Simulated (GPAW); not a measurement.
# Dielectric function and optical constants of AlNi, part 2 of 2

Aim: the dielectric function of AlNi, and the optical constants that follow from it. The cell comes from an older database entry, whose edges can differ from later determinations, mostly by under a per cent.

GPAW 26.7.0; DFT, PBE, plane-wave PAW (GPAW data sets), scalar-relativistic, RPA, optical limit.

So far. Step 2 (Ground state): There are states at the Fermi level within the smearing, so the occupations stay smeared and the carriers get a Drude term.

The database entry behind the starting cell differs from later determinations by our own check (about 0.2 % short), so it need not match the best structure at ambient conditions.

### 4. Dielectric function, RPA

Local fields let the induced charge screen the field inside the cell, which as a rule lowers ε, most along directions where the density is uneven.

This step: DFT, PBE, plane-wave PAW (GPAW data sets), scalar-relativistic, RPA, optical limit (GPAW 26.7.0).

Contents of df.py:

```python
from gpaw.response.df import DielectricFunction

df = DielectricFunction('full.gpw', frequencies={'type': 'nonlinear', 'domega0': 0.03, 'omega2': 8},
                        ecut=50,
                        eta=0.15,
                        nbands=31,
                        rate=0.05,
                        txt='df.txt')
for direction in ['x']:
    df.get_dielectric_function(xc='RPA', direction=direction, filename=f'df_{direction}.csv')
```

On the command line:

```bash
OMP_NUM_THREADS=1 python df.py
```

Numbers of over 12 decimals in the logs are rounded to 6 here.

Output:

```text
Using integrator: PointIntegrator
NonLinearFrequencyDescriptor(from 0.000 to 110.490 eV, 549 points)
Nonperiodic BCs:  [False False False]
Using integrator: PointIntegrator
NonLinearFrequencyDescriptor(from 0.000 to 110.490 eV, 549 points)
Nonperiodic BCs:  [False False False]
Using integrator: PointIntegrator

Calculating chi0 body with:
    Ground state adapter containing:
    Number of spins: 1
    Number of kpoints: 3375
    Number of irreducible kpoints: 120
    Number of completely occupied states: 8
    Number of partially occupied states: 10

    Linear response parametrization:
    q_c: [0.0, 0.0, 0.0]
    Number of frequency points: 549
    Planewave cutoff: 50.0
    Number of bands: 31
    Number of planewaves: 19
    Broadening (eta): 0.15

Integrating chi0 body.

Symmetries of q_c:
    Direct symmetries (Uq -> q): 48
    Indirect symmetries (TUq -> q): 0
In total 48 allowed symmetries.

120 groups of equivalent kpoints. 96.444444% reduction.

Integral kind: spectral function

Calculating chi0 optical extensions with:
    Ground state adapter containing:
    Number of spins: 1
    Number of kpoints: 3375
    Number of irreducible kpoints: 120
    Number of completely occupied states: 8
    Number of partially occupied states: 10

    Linear response parametrization:
    Number of frequency points: 549
    Planewave cutoff: 50.0
    Number of bands: 31
    Number of planewaves: 19
    Broadening (eta): 0.15
Integrating chi0 head and wings.

Symmetries of q_c:
    Direct symmetries (Uq -> q): 48
    Indirect symmetries (TUq -> q): 0
In total 48 allowed symmetries.

120 groups of equivalent kpoints. 96.444444% reduction.

Integral kind: spectral function wings

Calculating drude chi0 with:
    Number of frequency points:549
    Plasma frequency decay rate: 0.05 eV

    Ground state adapter containing:
    Number of spins: 1
    Number of kpoints: 3375
    Number of irreducible kpoints: 120
    Number of completely occupied states: 8
    Number of partially occupied states: 10

Symmetries of q_c:
    Direct symmetries (Uq -> q): 48
    Indirect symmetries (TUq -> q): 0
In total 48 allowed symmetries.

120 groups of equivalent kpoints. 96.444444% reduction.

Integral kind: intraband
Plasma frequency:
[[7.23+0.j 0.  -0.j 0.  +0.j]
 [0.  +0.j 7.23+0.j 0.  +0.j]
 [0.  +0.j 0.  +0.j 7.23+0.j]]
```

Run time: 8.4 s. Hardware: 1 thread of Arm Neoverse V1, shared host; peak memory 0.22 GiB.

Some rows of df_x.csv (energy; Re and Im without local fields; Re and Im with them):

```text
0.000000, 20912.857783, 0.000000, 20912.756721, 0.000000
0.460735, -223.512135, 53.008838, -223.616268, 53.004314
0.943989, -45.058483, 9.806267, -45.145062, 9.789485
1.451455, -11.287958, 5.454338, -11.410998, 5.447959
1.984998, -0.397978, 9.176091, -0.537355, 9.109552
2.546682, 1.897599, 12.149018, 1.790926, 12.029506
3.138794, -1.430476, 6.978661, -1.487733, 6.910879
3.763875, 3.536223, 8.386802, 3.488666, 8.272993
4.424758, 0.141250, 12.311438, 0.239373, 12.225955
5.124608, 0.077993, 8.654916, 0.059806, 8.678419
5.866977, -2.409351, 9.464803, -2.474566, 9.422212
6.655862, -2.849897, 6.511571, -3.037616, 6.361453
7.495775, -2.158103, 5.335153, -2.072490, 5.116232
8.391833, -2.955569, 3.645452, -2.896452, 3.612299
9.349861, -2.597033, 2.620043, -2.561454, 2.622287
10.376517, -1.989540, 1.874122, -2.000191, 1.879295
11.479449, -1.559455, 1.491091, -1.524379, 1.484221
12.667487, -1.203516, 0.888576, -1.189371, 0.875269
13.950874, -0.732662, 0.641883, -0.737337, 0.639723
```

Sum at mesh points, not converged in k. Im ε, E ∥ x against photon energy; read off at these points:

```
photon energy (eV)  Im ε, E ∥ x
             0.500         42.1
             0.750         15.3
             1.000         8.66
             1.250         6.61
             1.500         5.42
             1.750         7.66
             2.000         9.08
             2.250         10.2
             2.500         11.7
             2.750         13.5
             3.000         8.63
             3.250         5.98
             3.500         6.55
             3.750         8.22
             4.000         8.81
             4.250         12.3
             4.334         12.7
             4.500         11.4
             4.750         8.85
             5.000         8.66
             5.250         8.55
             5.500         9.17
             5.750         10.0
             6.000         8.27
             6.250         7.76
             6.500         6.93
             6.750         6.13
             7.000         5.07
             7.250         5.19
             7.500         5.12
             7.750         5.36
             8.000         5.02
             8.250         4.03
             8.500         3.60
             8.750         3.69
             9.000         3.11
             9.250         2.70
             9.500         2.49
             9.750         2.17
            10.000         2.11
            10.250         1.94
            10.500         1.73
            10.750         1.62
            11.000         1.60
            11.250         1.57
            11.500         1.47
            11.750         1.37
            12.000         1.24
            12.250         1.04
            12.500        0.919
            12.750        0.817
            13.000        0.758
            13.250        0.807
            13.500        0.787
            13.750        0.703
```

Values under 1 per cm are given as 1; sum at mesh points, not converged in k. Table of absorption coefficient, E ∥ x by photon energy:

photon energy (eV), log10 absorption coefficient, E ∥ x (1/cm) and a bar from the least value:
```
    0.492        5.8 ##########
    1.010        5.8 ########
    1.486        5.7 ##
    1.985        5.6 
    2.508        5.8 ######
    3.018        5.9 ###########
    3.510        5.7 ####
    3.980        5.8 #########
    4.516        6.1 #####################
    4.981        6.0 ###################
    5.515        6.1 ######################
    6.021        6.2 ##########################
    6.494        6.2 ###########################
    6.985        6.2 ##########################
    7.496        6.2 ###########################
    8.026        6.2 ##############################
    8.516        6.2 #############################
    9.023        6.2 ##############################
    9.483        6.2 #############################
   10.026        6.2 #############################
   10.519        6.2 ############################
   11.029        6.2 ###########################
   11.479        6.2 ############################
   12.023        6.2 ############################
   12.504        6.2 ###########################
   13.000        6.1 #########################
   13.512        6.1 #########################
```

Sum at mesh points, not converged in k. The Im ε, E ∥ x by photon energy; read off at these points:

```
photon energy (eV)  without local fields  with local fields
              0.50                  42.1               42.1
              1.00                  8.67               8.66
              1.50                  5.43               5.42
              2.00                  9.15               9.08
              2.50                  11.8               11.7
              2.78                  13.7               13.5
              3.00                  8.70               8.63
              3.50                  6.65               6.55
              4.00                  8.92               8.81
              4.33                  12.8               12.7
              4.50                  11.4               11.4
              5.00                  8.68               8.66
              5.50                  9.15               9.17
              5.77                  10.1               10.1
              6.00                  8.35               8.27
              6.50                  6.99               6.93
              7.00                  5.31               5.07
              7.50                  5.34               5.12
              8.00                  5.01               5.02
              8.50                  3.65               3.60
              9.00                  3.09               3.11
              9.50                  2.48               2.49
             10.00                  2.10               2.11
             10.50                  1.74               1.73
             11.00                  1.63               1.60
             11.50                  1.48               1.47
             12.00                  1.24               1.24
             12.50                 0.937              0.919
             13.00                 0.771              0.758
             13.50                 0.780              0.787
```

Sum at mesh points, not converged in k. The loss function −Im 1/ε at q → 0, E ∥ x by energy loss; read off at these points:

energy loss (eV), loss function −Im 1/ε at q → 0, E ∥ x and a bar:
```
     0.50      0.001 
     1.00      0.005 
     1.50      0.046 ##
     2.00      0.110 ######
     2.50      0.083 ####
     3.00      0.102 #####
     3.30      0.173 #########
     3.50      0.128 #######
     4.00      0.093 #####
     4.50      0.087 #####
     5.00      0.115 ######
     5.50      0.109 ######
     6.00      0.110 ######
     6.50      0.120 ######
     7.00      0.153 ########
     7.50      0.168 #########
     8.00      0.144 ########
     8.50      0.179 #########
     9.00      0.172 #########
     9.50      0.200 ##########
    10.00      0.236 ############
    10.50      0.255 #############
    11.00      0.326 #################
    11.50      0.328 #################
    12.00      0.328 #################
    12.50      0.391 ####################
    13.00      0.499 ##########################
    13.50      0.571 ##############################
```

The reflectivity at normal incidence, E ∥ x has structure finer than the step of the table below, so its rows give means over 0.5 eV, whole bins alone (the curve runs from 0.305 to 14.0 eV). Peaks (eV: height): 2.90: 51.8, 4.52: 45.7, 6.87: 48.7, 8.27: 52.1, 9.09: 52.9, 12.34: 54.1.

Sum at mesh points, not converged in k. The reflectivity at normal incidence, E ∥ x by photon energy; means over each step:

```
photon energy (eV)  reflectivity at normal incidence, E ∥ x (%)
               1.0                                         92.8
               1.5                                         70.9
               2.0                                         41.4
               2.5                                         42.7
               3.0                                         46.2
               3.5                                         30.5
               4.0                                         35.5
               4.5                                         44.2
               5.0                                         39.7
               5.5                                         41.1
               6.0                                         46.7
               6.5                                         47.8
               7.0                                         46.2
               7.5                                         43.2
               8.0                                         48.5
               8.5                                         49.3
               9.0                                         51.8
               9.5                                         52.1
              10.0                                         50.6
              10.5                                         50.8
              11.0                                         47.5
              11.5                                         48.3
              12.0                                         51.1
              12.5                                         53.3
              13.0                                         50.5
              13.5                                         46.7
```

At chosen wavelengths:

```
wavelength (nm)     n      k  R (%)     1/α
           1064  0.70  5.065   90.2   17 nm
            800  0.96  2.913   68.8   22 nm
            405  1.67  2.274   45.7   14 nm
            365  2.02  1.465   28.3   20 nm
            308  2.67  1.686   34.5   15 nm
            248  2.10  2.059   39.3  9.6 nm
            193  1.56  2.321   47.8  6.6 nm
```

In reflection the computed colour is faintly violet: x = 0.302, y = 0.308, luminous reflectivity 40 %.

### 5. Outcome

At this level (PBE, RPA) AlNi is a metal. The mesh is too coarse to trust the carriers' weight, the reflectivity or the colour to better than tens of per cent. In reflection the computed colour is faintly violet: x = 0.302, y = 0.308, luminous reflectivity 40 %. The carriers' damping of 0.05 eV is typed, not computed; it shapes the response at the lowest energies. The run has no spin polarisation; magnetic order or correlation, untested here, could change the spectrum. In this version of GPAW the matrix elements of the optical limit are incomplete, which can lower ε − 1 by up to a tenth where first-row anions or d states rule, and shift it by more in d metals. GPAW's carrier term has the form −ωp²/(ω + i·rate)², which damps like twice the rate and fails at low energy, so the curves leave the lowest energies out. The sum runs over mesh points 0.15 Å⁻¹ apart with no interpolation, so peaks are partly noise of the mesh, and the Drude plasma energy, a sum over the Fermi surface, isn't converged.

[Machine, clock and banner lines and Python warnings are left out of the logs.]

[Logs are printed without paths, hosts, clocks, repeated set-up lines and the standing remarks that a program may print on its own settings, such as how far it seeks lower states.]

[Hosts, paths, dates, database ids (printed as entryN), source tags and the programs' standing remarks are cut or masked in the printed files.]
